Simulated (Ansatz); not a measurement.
**A hypothetical structure for ScW**

Starting from a made-up structure for ScW, the aim is the relaxed cell, its shortest contacts and, where a second run follows, its electronic structure.

Main program and level: Ansatz 0.2.0; DFT, PBEsol, plane-wave PAW, files of the set soft_1, scalar-relativistic, no spin, cell and ions relaxed at zero pressure; PAW set soft_1, in the first sound run; inputs show where later runs differ.

**1. The starting structure**

It takes space group Pnma (No. 62, orthorhombic). Conventional cell: a = 7.093 Å, b = 4.472 Å, c = 5.423 Å, α = 90.00°, β = 90.00°, γ = 90.00°. Nearest to W lie 2 W at 2.83 Å and 7 Sc at 2.86 to 3.05 Å. Nearest to Sc lie 7 W at 2.86 to 3.05 Å. Farther neighbours are not listed.

**2. Relaxation of the guess**

The guessed cell has no reason to be at equilibrium. It is relaxed with the atoms, within the space group of the guess.

The input, input.yaml:

```yaml
crystal:
  lattice:
    - [7.093, 0.0, 0.0]
    - [0.0, 4.472, 0.0]
    - [0.0, 0.0, 5.423]
  atoms:
    - { symbol: W, position: [0.9494, 0.75, 0.3547] }
    - { symbol: W, position: [0.4494, 0.75, 0.1453] }
    - { symbol: W, position: [0.0506, 0.25, 0.6453] }
    - { symbol: W, position: [0.5506, 0.25, 0.8547] }
    - { symbol: Sc, position: [0.8188, 0.75, 0.8558] }
    - { symbol: Sc, position: [0.3188, 0.75, 0.6442] }
    - { symbol: Sc, position: [0.1812, 0.25, 0.1442] }
    - { symbol: Sc, position: [0.6812, 0.25, 0.3558] }
kpoints:
  mp_grid: { grid: [4, 6, 5] }
scf:
  occupations: { method: fermi_dirac, width: 0.05 }
hamiltonian:
  xc: pbesol
  pseudopotentials: { kind: paw, azcp: { folder: soft_1 }, xc_functional: pbe }
relax:
  f_tol: 0.015
  max_steps: 70
  cell: {}
output:
  forces: true
  stress: true
```

Started as:

```console
> ansatz run input.yaml --threads 4 --pin off --max-ram 10240MiB --backend cpu --events-out ev --progress --plain --runs-dir out
```

Numbers of over 12 decimals in the logs are rounded to 6 here.

Log:

```text
Engine: ansatz 0.2.0, aarch64-unknown-linux-gnu
Pseudopotentials: kind: paw
Pseudopotential: W, paw, valence charge 14, recommended cutoff 420 eV (normal), soft_1/W.paw.azcp
Pseudopotential: Sc, paw, valence charge 11, recommended cutoff 420 eV (normal), soft_1/Sc.paw.azcp
Functional definition: PBEsol
  exchange = pbesol_x
  correlation = pbesol_c
Crystal: 8 atoms, lattice volume = 172.017 Å³
Basis set: ecut = 420 eV, 3355 PW (Γ), exchange–correlation on 96×60×80 points (8 copies of the dense FFT grid, shifted against one another)
Bands: 60, of which v1, the nominal top of the filled ones, is band 50 counted from 1 (49 counted from 0)
Symmetry: 8 space group operations
Space group: Pnma (ITA 62), of the structure as read, at distance tolerance 5.6e-5 Å
k-points: 36 of 120
Non-local potential: W, projectors of the file, l = 0: 3, l = 1: 2, l = 2: 2, l = 3: 1
Non-local potential: Sc, projectors of the file, l = 0: 3, l = 1: 2, l = 2: 3, l = 3: 1
PAW form: soft (Blöchl's): semilocal exchange-correlation on the pseudo side does not see the compensation charge
PAW frozen core: W, regenerated for the run's functional, and the local potential with it (the file was generated under x = pbe(κ = 0.804, μ = 0.219515), c = pbe(β = 0.066725))
PAW frozen core: Sc, regenerated for the run's functional, and the local potential with it (the file was generated under x = pbe(κ = 0.804, μ = 0.219515), c = pbe(β = 0.066725))
PAW one-centre angular grid: W, 590 points (default); XC on 64 Gauss nodes
PAW one-centre angular grid: Sc, 590 points (default); XC on 64 Gauss nodes
Initial density: superposition of atomic densities (chi_scale 0.1, normalization cell, long waves kept (reshape's long-wave potential 0.00 eV rms))
Initial wavefunctions: pseudopotential atomic-orbital guess
Functional: x = pbesol(κ = 0.804, μ = 0.123457), c = pbesol(β = 0.046)
SCF iter   1: F=—  HF=-49476.728560 eV  |F-HF|=—  |Δ(HF+E_count)|=         —  Δρ=1.13e-1  dr2=4.66e1  ethr=3.10e-3  ⟨swp⟩=6.8  Hψ=7991  notcnv=0
preconditioner: auto → Kerker (q_TF=auto, 2.492 Å⁻¹)  [metal: Δε(μ)=0.003 eV  Ē_g=2.801 eV  σ=0.050 eV  W_gap=0.01  n_scr=42 (ndim 8)  ℏωp=17.0 eV  f_vac=0.000  D(μ)=12.50/eV (n_scr^D=134)]
SCF iter   2: F=—  HF=-49470.942932 eV  |F-HF|=—  |Δ(HF+E_count)|=    5.79e0  Δρ=4.49e-2  dr2=7.03e0  ethr=3.10e-3  ⟨swp⟩=4.8  Hψ=5449  notcnv=0
SCF iter   3: F=—  HF=-49469.737050 eV  |F-HF|=—  |Δ(HF+E_count)|=    1.21e0  Δρ=7.59e-3  dr2=1.45e-1  ethr=3.10e-3  ⟨swp⟩=3.5  Hψ=3699  notcnv=0
SCF iter   4: F=—  HF=-49469.720797 eV  |F-HF|=—  |Δ(HF+E_count)|=   1.63e-2  Δρ=2.28e-3  dr2=1.02e-2  ethr=1.45e-4  ⟨swp⟩=3.2  Hψ=3534  notcnv=0  defer=1
SCF iter   5: F=—  HF=-49469.718907 eV  |F-HF|=—  |Δ(HF+E_count)|=   1.89e-3  Δρ=5.04e-4  dr2=5.88e-4  ethr=1.02e-5  ⟨swp⟩=2.0  Hψ=2812  notcnv=0
SCF iter   6: F=—  HF=-49469.718784 eV  |F-HF|=—  |Δ(HF+E_count)|=   1.22e-4  Δρ=1.44e-4  dr2=7.70e-5  ethr=5.88e-7  ⟨swp⟩=2.0  Hψ=2813  notcnv=0
SCF iter   7: F=—  HF=-49469.718794 eV  |F-HF|=—  |Δ(HF+E_count)|=   9.63e-6  Δρ=2.65e-5  dr2=1.66e-6  ethr=7.70e-8  ⟨swp⟩=2.0  Hψ=2750  notcnv=0
SCF iter   8: F=-49469.718794 eV  HF=-49469.718794 eV  |F-HF|=1.35e-8  |Δ(HF+E_count)|=   2.60e-7  Δρ=5.58e-6  dr2=4.67e-8  ethr=1.00e-10  ⟨swp⟩=4.8  Hψ=6725  notcnv=0
SCF 1 converged in 8 iterations: F = -49469.718794 eV  dr2 = 4.67e-8
  greatest PAW one-centre occupation: 0.999 electrons in one spin orbital (limit 2), on the W atom at site 3 (counted from 0), in its partial waves of l = 0
relax step   1: F+E_penalty+E_count = -49469.71879379 eV  Δ(F+E_penalty+E_count) = +0.000e0 eV  max|allowed force component| = 2.041e0 eV/Å  Δτ_max = 0.0000 Å  P = -12.805 GPa  Ω = 172.017 Å³  (8 SCF iters, dr2 threshold 1.00e-7 eV, accepted)
Crystal: 8 atoms, lattice volume = 155.813 Å³
Basis set: ecut = 420 eV, 3053 PW (Γ), exchange–correlation on 96×60×80 points (8 copies of the dense FFT grid, shifted against one another)
Initial density: handed on by an earlier stage of this run
Initial wavefunctions: those handed on with the density
iter 1 solved again at ethr=4.68e-4 eV; its pass at ethr=3.10e-3 eV (dr2=4.68e-1 eV) is discarded
SCF iter   1: F=—  HF=-49471.523073 eV  |F-HF|=—  |Δ(HF+E_count)|=         —  Δρ=1.75e-2  dr2=4.76e-1  ethr=4.68e-4  ⟨swp⟩=1.0  Hψ=10628  notcnv=0
preconditioner: auto → Kerker (q_TF=auto, 2.534 Å⁻¹)  [metal: Δε(μ)=0.029 eV  Ē_g=3.384 eV  σ=0.050 eV  W_gap=0.14  n_scr=38 (ndim 8)  ℏωp=17.8 eV  f_vac=0.000  D(μ)=7.42/eV (n_scr^D=66)]
SCF iter   2: F=—  HF=-49471.434431 eV  |F-HF|=—  |Δ(HF+E_count)|=   8.86e-2  Δρ=9.94e-3  dr2=1.75e-1  ethr=4.68e-4  ⟨swp⟩=1.7  Hψ=2242  notcnv=0
SCF iter   3: F=—  HF=-49471.387308 eV  |F-HF|=—  |Δ(HF+E_count)|=   4.71e-2  Δρ=1.28e-3  dr2=2.74e-3  ethr=1.75e-4  ⟨swp⟩=2.1  Hψ=3115  notcnv=0
SCF iter   4: F=—  HF=-49471.386841 eV  |F-HF|=—  |Δ(HF+E_count)|=   4.68e-4  Δρ=2.72e-4  dr2=1.74e-4  ethr=2.74e-6  ⟨swp⟩=2.0  Hψ=2824  notcnv=0
SCF iter   5: F=—  HF=-49471.386897 eV  |F-HF|=—  |Δ(HF+E_count)|=   5.61e-5  Δρ=6.35e-5  dr2=6.65e-6  ethr=1.74e-7  ⟨swp⟩=2.0  Hψ=2747  notcnv=0
SCF iter   6: F=-49471.386896 eV  HF=-49471.386896 eV  |F-HF|=7.42e-8  |Δ(HF+E_count)|=   6.42e-7  Δρ=1.48e-5  dr2=3.17e-7  ethr=8.00e-10  ⟨swp⟩=4.0  Hψ=6582  notcnv=0
SCF 2 converged in 6 iterations: F = -49471.386896 eV  dr2 = 3.17e-7
  greatest PAW one-centre occupation: 0.999 electrons in one spin orbital (limit 2), on the W atom at site 2 (counted from 0), in its partial waves of l = 0
relax step   2: F+E_penalty+E_count = -49471.38689593 eV  Δ(F+E_penalty+E_count) = -1.668e0 eV  max|allowed force component| = 9.684e-1 eV/Å  Δτ_max = 0.1950 Å  P = +3.494 GPa  Ω = 155.813 Å³  energy of the carried Pulay correction = +2.484e-3 eV  (6 SCF iters, dr2 threshold 8.00e-7 eV, accepted)
Crystal: 8 atoms, lattice volume = 156.831 Å³
Basis set: ecut = 420 eV, 3065 PW (Γ), exchange–correlation on 96×60×80 points (8 copies of the dense FFT grid, shifted against one another)
iter 1 solved again at ethr=5.50e-4 eV; its pass at ethr=3.10e-3 eV (dr2=5.50e-1 eV) is discarded
SCF iter   1: F=—  HF=-49471.959903 eV  |F-HF|=—  |Δ(HF+E_count)|=         —  Δρ=1.29e-2  dr2=5.47e-1  ethr=5.50e-4  ⟨swp⟩=1.0  Hψ=10792  notcnv=0
preconditioner: auto → Kerker (q_TF=auto, 2.531 Å⁻¹)  [metal: Δε(μ)=0.019 eV  Ē_g=3.252 eV  σ=0.050 eV  W_gap=0.09  n_scr=42 (ndim 8)  ℏωp=17.8 eV  f_vac=0.000  D(μ)=7.41/eV (n_scr^D=66)]
SCF iter   2: F=—  HF=-49471.879658 eV  |F-HF|=—  |Δ(HF+E_count)|=   8.02e-2  Δρ=6.91e-3  dr2=1.56e-1  ethr=5.47e-4  ⟨swp⟩=2.0  Hψ=2441  notcnv=0
[...]
relax step  14: F+E_penalty+E_count = -49474.17889449 eV  Δ(F+E_penalty+E_count) = -1.936e-3 eV  max|allowed force component| = 5.214e-3 eV/Å  Δτ_max = 0.0317 Å  P = -0.021 GPa  Ω = 142.695 Å³  energy of the carried Pulay correction = +4.683e-3 eV  (6 SCF iters, dr2 threshold 2.07e-7 eV, accepted)
relax step  15: F+E_penalty+E_count = -49474.17896566 eV  Δ(F+E_penalty+E_count) = -7.116e-5 eV  max|allowed force component| = 4.318e-3 eV/Å  Δτ_max = 0.0070 Å  P = +0.011 GPa  Ω = 142.674 Å³  energy of the carried Pulay correction = +4.686e-3 eV  (6 SCF iters, dr2 threshold 8.48e-9 eV, accepted)
relax step  16: F+E_penalty+E_count = -49474.21532438 eV  Δ(F+E_penalty+E_count) = -3.636e-2 eV  max|allowed force component| = 6.474e-3 eV/Å  Δτ_max = 0.0000 Å  P = +0.410 GPa  Ω = 142.674 Å³  stress off target by 1.15e0 GPa  SCF on the basis re-selected at this cell (its energy is not comparable with the rows above)  (6 SCF iters)
relax step  17: F+E_penalty+E_count = -49474.22078848 eV  Δ(F+E_penalty+E_count) = -5.464e-3 eV  max|allowed force component| = 4.472e-3 eV/Å  Δτ_max = 0.0092 Å  P = +0.072 GPa  Ω = 143.145 Å³  energy of the carried Pulay correction = -9.474e-5 eV  (6 SCF iters, dr2 threshold 8.00e-7 eV, accepted)
relax step  18: F+E_penalty+E_count = -49474.22099046 eV  Δ(F+E_penalty+E_count) = -2.020e-4 eV  max|allowed force component| = 2.887e-3 eV/Å  Δτ_max = 0.0093 Å  P = +0.009 GPa  Ω = 143.278 Å³  energy of the carried Pulay correction = -1.219e-4 eV  (6 SCF iters, dr2 threshold 1.46e-7 eV, accepted)
Basis set: ecut = 420 eV, 2813 PW (Γ), exchange–correlation on 72×60×96 points (8 copies of the dense FFT grid, shifted against one another)
iter 1 solved again at ethr=2.17e-7 eV; its pass at ethr=3.10e-3 eV (dr2=2.17e-4 eV) is discarded
SCF iter   1: F=—  HF=-49474.221015 eV  |F-HF|=—  |Δ(HF+E_count)|=         —  Δρ=3.98e-5  dr2=9.87e-8  ethr=2.17e-7  ⟨swp⟩=3.1  Hψ=12887  notcnv=0
eigensolver tolerance schedule: the retry pair's looser diagonalisation over-reported the residual by 2194.45 of it (diagonalisation noise at 0.18 of the residual, at the tolerance the schedule requests for it); recorded, not acted on — ethr = c·dr2/N_el stays at c = 1.0e-1
preconditioner: auto → Kerker (q_TF=auto, 2.570 Å⁻¹)  [metal: Δε(μ)=0.015 eV  Ē_g=3.492 eV  σ=0.050 eV  W_gap=0.07  n_scr=36 (ndim 8)  ℏωp=18.6 eV  f_vac=0.000  D(μ)=6.34/eV (n_scr^D=52)]
SCF iter   2: F=—  HF=-49474.221110 eV  |F-HF|=—  |Δ(HF+E_count)|=   9.47e-5  Δρ=2.04e-5  dr2=2.60e-8  ethr=9.87e-11  ⟨swp⟩=2.2  Hψ=3659  notcnv=0
SCF iter   3: F=—  HF=-49474.221110 eV  |F-HF|=—  |Δ(HF+E_count)|=   4.23e-8  Δρ=5.09e-7  dr2=1.33e-10  ethr=2.60e-11  ⟨swp⟩=2.7  Hψ=3972  notcnv=0
iter 4 did not close the SCF: its close was put off for the readings that it lacked (scf_convergence_deferred on its scf_iter line)
SCF iter   4: F=-49474.221110 eV  HF=-49474.221110 eV  |F-HF|=7.28e-12  |Δ(HF+E_count)|=  7.28e-12  Δρ=1.07e-7  dr2=7.25e-12  ethr=1.00e-12  ⟨swp⟩=1.0  Hψ=2160  notcnv=0
iter 5 did not close the SCF: its close was put off for the readings that it lacked (scf_convergence_deferred on its scf_iter line)
SCF iter   5: F=-49474.221110 eV  HF=-49474.221110 eV  |F-HF|=2.18e-11  |Δ(HF+E_count)|=  1.46e-11  Δρ=1.36e-8  dr2=2.46e-13  ethr=1.00e-12  ⟨swp⟩=1.0  Hψ=2160  notcnv=0
iter 6 did not close the SCF: its close was put off for the readings that it lacked (scf_convergence_deferred on its scf_iter line)
SCF iter   6: F=-49474.221110 eV  HF=-49474.221110 eV  |F-HF|=2.91e-11  |Δ(HF+E_count)|=  2.91e-11  Δρ=3.68e-9  dr2=2.34e-14  ethr=1.00e-12  ⟨swp⟩=1.0  Hψ=2160  notcnv=0
iter 7 did not close the SCF: its close was put off for the readings that it lacked (scf_convergence_deferred on its scf_iter line)
SCF iter   7: F=-49474.221110 eV  HF=-49474.221110 eV  |F-HF|=2.18e-11  |Δ(HF+E_count)|=  1.46e-11  Δρ=9.39e-10  dr2=1.74e-15  ethr=1.00e-12  ⟨swp⟩=1.0  Hψ=2160  notcnv=0
SCF iter   8: F=-49474.221110 eV  HF=-49474.221110 eV  |F-HF|=0.00e0  |Δ(HF+E_count)|=  1.46e-11  Δρ=1.97e-10  dr2=8.03e-17  ethr=1.00e-12  ⟨swp⟩=1.0  Hψ=4464  notcnv=0
SCF 19 converged in 8 iterations: F = -49474.221110 eV  dr2 = 8.03e-17
relax step  19: F+E_penalty+E_count = -49474.22110963 eV  Δ(F+E_penalty+E_count) = -1.192e-4 eV  max|allowed force component| = 2.865e-3 eV/Å  Δτ_max = 0.0000 Å  P = +0.009 GPa  Ω = 143.278 Å³  stress off target by 1.03e-2 GPa  SCF on the basis re-selected at this cell (its energy is not comparable with the rows above)  (8 SCF iters)
basis re-selected at this cell: Δ(F+E_penalty+E_count) = -1.192e-4 eV, ΔP = +0.000 GPa vs the last step (what re-selecting the basis moved, of the pressure what is left beyond the Pulay correction that the steps carried, after the strain that the cell walked since its last selection, with what the two solves' SCF thresholds leave and, on support functions, any second-order correction that the steps lacked; it is no measure of the basis error at this ecutwfc). The dense FFT grid was sized anew with the basis: this SCF ran on 36×30×48 points, the steps before it on 36×30×45, so part of this shift can come from that change (see relax.cell in the input reference). [rest of the remark cut]
SCF converged after 8 iterations
Free energy (F): -49474.221110 eV
Harris-Foulkes:  -49474.221110 eV  (|F-HF|=0.00e0)
Internal energy: -49474.169336 eV  (E = F + TS)
E sigma→0 (E₀):  -49474.195223 eV
Entropy (-TS):   -0.051773 eV (-6.472 meV/atom)
Fermi energy:    15.907272 eV
--- Per-component energies (eV) ---
  E_band       = -1016.507029
  E_kinetic    = 2524.752344
  E_local      = -5552.611503  (includes V_loc(G=0)·N_el)
  E_nonlocal   = 486.156074
  E_hartree    = 2109.882672
  E_xc         = -1404.634258
  E_vxc        = -1345.907601  (∫ρ·V_xc dr)
  E_paw        = -37673.390404  (= ΣΔE_a)
  E_vpaw       = -1348.662457  (= ΣTr[D̂ρ^β])
  E_aug_tail   = 0.000770  (compensation charges beyond the density's cutoff)
  E_ewald      = -9965.728562
  E_core_change = 1.403532  (= ΣΔE_core)
  E_smearing   = -0.051773  (= −TS)
  E_closure    = 0.000000  (closes the sum)
  Σ components = -49474.221110   (vs F -49474.221110, Δ=0.00e0)
--- Forces (eV/Å), atoms counted from 1 ---
  atom   1  W     -0.00068503     0.00000000    -0.00059392
  atom   2  W     -0.00068503     0.00000000     0.00059392
  atom   3  W      0.00068503     0.00000000     0.00059392
  atom   4  W      0.00068503     0.00000000    -0.00059392
  atom   5  Sc     0.00181017     0.00000000     0.00286491
  atom   6  Sc     0.00181017     0.00000000    -0.00286491
  atom   7  Sc    -0.00181017     0.00000000    -0.00286491
  atom   8  Sc    -0.00181017     0.00000000     0.00286491
  max |Σ_I F_I| component: 0.00e0 eV/Å
--- Stress (GPa, compression-positive) ---
        0.010336       0.000000       0.000000
        0.000000       0.008270       0.000000
        0.000000       0.000000       0.008610
  P = ⅓ Tr σ = 0.0091 GPa (0.091 kbar)
--- Relaxed structure (17 steps of the walk, 16 accepted, 2 SCFs on fresh bases) ---
  F+E_penalty+E_count = -49474.22110963 eV   max|allowed force component| = 2.865e-3 eV/Å   (the final SCF, on the basis selected at the relaxed cell)
  cell:  # Å, volume = 143.2775 Å³
    - [4.807877, 0.0, 0.0]
    - [0.0, 4.406841, 0.0]
    - [0.0, 0.0, 6.762344]
  atoms:
    - { symbol: W, position: [0.999907, 0.750000, 0.393073] }
    - { symbol: W, position: [0.499907, 0.750000, 0.106927] }
    - { symbol: W, position: [9.340268880961136e-5, 0.250000, 0.606927] }
    - { symbol: W, position: [0.500093, 0.250000, 0.893073] }
    - { symbol: Sc, position: [0.999586, 0.750000, 0.863445] }
    - { symbol: Sc, position: [0.499586, 0.750000, 0.636555] }
    - { symbol: Sc, position: [0.000413913, 0.250000, 0.136555] }
    - { symbol: Sc, position: [0.500414, 0.250000, 0.363445] }
```

It took 1.8 min on 4 threads of Arm Neoverse V1, shared host; peak memory 0.74 GiB.

Relaxation path:

```
step  energy less that of the first step (eV)  largest force component (eV/Å)  pressure (GPa)  volume (Å³)
   1                                   0.0000                          2.0413          -12.80       172.02
   2                                  -1.6681                          0.9684            3.49       155.81
   3                                  -2.1264                          0.3156           -1.17       156.83
   4                                  -2.5529                          0.2849            0.00       153.50
   5                                  -2.9042                          0.3476            0.91       150.09
   6                                  -3.2234                          0.4765            1.50       147.42
   7                                  -3.6472                          0.6628            1.72       144.74
   8                                  -4.0978                          0.4929            0.05       144.01
   9                                  -4.3443                          0.2454           -0.89       143.21
  10                                  -4.3689                          0.3521           -1.29       143.71
  11                                  -4.3259                          0.8541            5.32       139.10
  12                                  -4.4389                          0.1365           -0.05       142.54
  13                                  -4.4582                          0.0467           -0.26       143.07
  14                                  -4.4601                          0.0052           -0.02       142.70
  15                                  -4.4602                          0.0043            0.01       142.67
 16*                                  -4.4965                          0.0065            0.41       142.67
  17                                  -4.5020                          0.0045            0.07       143.14
  18                                  -4.5022                          0.0029            0.01       143.28
 19*                                  -4.5023                          0.0029            0.01       143.28
```

Relaxation steps marked * repeat the geometry before them on a plane-wave basis chosen anew for their cell, so energy and pressure can jump there. Relaxation step 11 was tried and not accepted.

Forces are held to the 8 operations that the run works with; a distortion that breaks them can't arise in this run.

```
     cell as run  before  after   change
           a (Å)   7.093  4.808  -32.2 %
           b (Å)   4.472  4.407   -1.5 %
           c (Å)   5.423  6.762  +24.7 %
volume (Å³/atom)   21.50  17.91  -16.7 %
```

The atoms that moved most (Å, as changes of fractional coordinates times the final cell):

```
atom      dx     dy      dz  length
 Sc8  -0.869  0.000   0.052   0.871
 Sc7  -0.869  0.000  -0.052   0.871
 Sc5   0.869  0.000   0.052   0.871
 Sc6   0.869  0.000  -0.052   0.871
  W3  -0.243  0.000  -0.259   0.355
  W1   0.243  0.000   0.259   0.355
  W4  -0.243  0.000   0.259   0.355
  W2   0.243  0.000  -0.259   0.355
```

Final coordinates:

```cif
data_structure
_symmetry_space_group_name_H-M 'P 1'
_symmetry_Int_Tables_number 1
_cell_length_a 4.8079
_cell_length_b 4.4068
_cell_length_c 6.7623
_cell_angle_alpha 90.000
_cell_angle_beta 90.000
_cell_angle_gamma 90.000
_cell_volume 143.28
loop_
_atom_site_label
_atom_site_type_symbol
_atom_site_fract_x
_atom_site_fract_y
_atom_site_fract_z
_atom_site_occupancy
W1 W 0.99991 0.75000 0.39307 1
W2 W 0.49991 0.75000 0.10693 1
W3 W 0.00009 0.25000 0.60693 1
W4 W 0.50009 0.25000 0.89307 1
Sc5 Sc 0.99959 0.75000 0.86345 1
Sc6 Sc 0.49959 0.75000 0.63655 1
Sc7 Sc 0.00041 0.25000 0.13655 1
Sc8 Sc 0.50041 0.25000 0.36345 1
```

Numbers from this step:

| Quantity | Value |
| --- | --- |
| free energy | -49474.2211 eV |
| energy at zero smearing | -49474.1952 eV |
| smearing term TS | 0.05177 eV |
| Fermi energy | 15.91 eV |
| electrons | 100 |
| symmetry operations | 8 |
| pressure | 0.009072 GPa |

The shortest distance of each pair, which need not be the same contact before and after:

```
 pair  guess (Å)  relaxed (Å)
  W–W      2.828        2.636
 Sc–W      2.860        2.804
Sc–Sc      3.648        2.852
```

The relaxation ends with a largest force component of 0.0029 eV/Å and a pressure of 0.01 GPa.

(Part 1 of 2 ends here.)

[Logs are printed without paths, hosts, clocks, repeated set-up lines and the standing remarks that a program may print on its own settings, such as how far it seeks lower states.]

[Hosts, paths, dates, database ids (printed as entryN), source tags and the programs' standing remarks are cut or masked in the printed files.]
